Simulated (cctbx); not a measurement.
# Diagnosing a refinement

Cell a = 5.8700 Å, b = 10.5900 Å, c = 10.3610 Å, α = 90.00°, β = 90.00°, γ = 90.00°; space group Imm2 (no. 44). The compound is SmTiIn11C.

The data are simulated with cctbx, not measured: Mo Kα, λ = 0.71073 Å, to d = 0.84 Å, 80 % of the full sphere, strongest reflection 70000 counts, noise from counting, a 3 % proportional error and a noise floor of 8 counts (s.d.); no absorption.

An anisotropic refinement with weights 1/σ² prints:

```text
Rint 0.020, 656 unique reflections to 0.84 A
cycle     R1     wR2    GooF  max shift (A)
   1  0.0288  0.0872   3.331   0.00708
  12  0.0116  0.0293   1.118   0.00059
final R1 0.0116 wR2 0.0293 GooF 1.118  parameters 45  data/parameter 14.6
atom        x        y        z      Ueq    occ   su(xyz)  su(Uiso or U11)
Sm1    0.00000  0.00000  0.00370   0.0092  1.000  0.00006  0.0002
In1    0.50000  0.14275  0.50004   0.0202  1.000  0.00007  0.0002
In2    0.00000  0.00000  0.35199   0.0188  1.000  0.00009  0.0005
In3    0.75485  0.75735  0.25152   0.0172  1.000  0.00010  0.0002
In4    0.00000  0.71501  0.49885   0.0297  1.000  0.00008  0.0003
In5    0.50000  0.00000  0.77996   0.0245  1.000  0.00008  0.0005
Ag1    0.50000  0.00000  0.22400   0.0075  1.000  0.00006  0.0004
Ti1    0.00000  0.00000  0.62955   0.0187  1.000  0.00021  0.0014
C1     0.50000  0.00000  0.00495   0.0335  1.000  0.00224  0.0049
difference map: max 0.76 min -0.45 rms 0.11
Q1    0.0000  0.5000  0.7537    2    0.78  0.31 A from Ag1
Q2    0.0000  0.4553  0.2638    4    0.57  0.50 A from In5
Q3    0.0000  0.0973  0.0037    4    0.45  1.03 A from Sm1
Q4    0.0000  0.0864  0.1461    4    0.35  1.74 A from Sm1
Q5    0.1797  0.3078  0.8450    8    0.34  1.19 A from In3
Q6    0.0000  0.0786  0.8257    4    0.34  2.02 A from Sm1
```

Q: Accept it or mend it, and why?

Mend it. The fault: wrong element: Ag1 is In. Against the right model at the same level, R1 goes from 0.0101 to 0.0116 and GooF from 0.93 to 1.12 and U of Ag1 shrinks from 0.0102 to 0.0075 Å². Ag1 has 2 electrons too few and its U shrinks to make up, as expected (near an absorption edge f′ can widen the mismatch well beyond the difference in Z).

The compound is SmTiIn11C. The right model at the same level gives:

```text
Rint 0.020, 656 unique reflections to 0.84 A
cycle     R1     wR2    GooF  max shift (A)
   1  0.0264  0.0795   3.035   0.00515
   8  0.0101  0.0242   0.925   0.00064
final R1 0.0101 wR2 0.0242 GooF 0.925  parameters 45  data/parameter 14.6
atom        x        y        z      Ueq    occ   su(xyz)  su(Uiso or U11)
Sm1    0.00000  0.00000  0.00367   0.0090  1.000  0.00005  0.0002
In1    0.50000  0.14276  0.50018   0.0200  1.000  0.00006  0.0002
In2    0.00000  0.00000  0.35192   0.0185  1.000  0.00007  0.0004
In3    0.75487  0.75734  0.25147   0.0169  1.000  0.00008  0.0001
In4    0.00000  0.71502  0.49886   0.0294  1.000  0.00007  0.0002
In5    0.50000  0.00000  0.77998   0.0247  1.000  0.00007  0.0004
In6    0.50000  0.00000  0.22405   0.0102  1.000  0.00005  0.0003
Ti1    0.00000  0.00000  0.62949   0.0181  1.000  0.00017  0.0011
C1     0.50000  0.00000  0.00286   0.0332  1.000  0.00183  0.0040
Flack x: -0.016(14)
Hooft y: 0.004(22)  Bijvoet pairs: 304
difference map: max 0.43 min -0.35 rms 0.10
Q1    0.0000  0.0930  0.0037    4    0.43  0.98 A from Sm1
Q2    0.0000  0.0905  0.1392    4    0.34  1.70 A from Sm1
Q3    0.0000  0.4163  0.7172    4    0.34  0.89 A from In6
Q4    0.0000  0.4227  0.2813    4    0.33  0.82 A from In5
Q5    0.0000  0.0758  0.8297    4    0.32  1.97 A from Sm1
Q6    0.2458  0.1826  0.5061    8    0.32  1.55 A from In1
```

The model is made up (kin elements in a known structure type, no relaxation), so it says nothing on whether the phase exists.

[Middle refinement cycles are left out of these outputs.]

[Logs are printed without paths, hosts, clocks, repeated set-up lines and the standing remarks that a program may print on its own settings, such as how far it seeks lower states.]
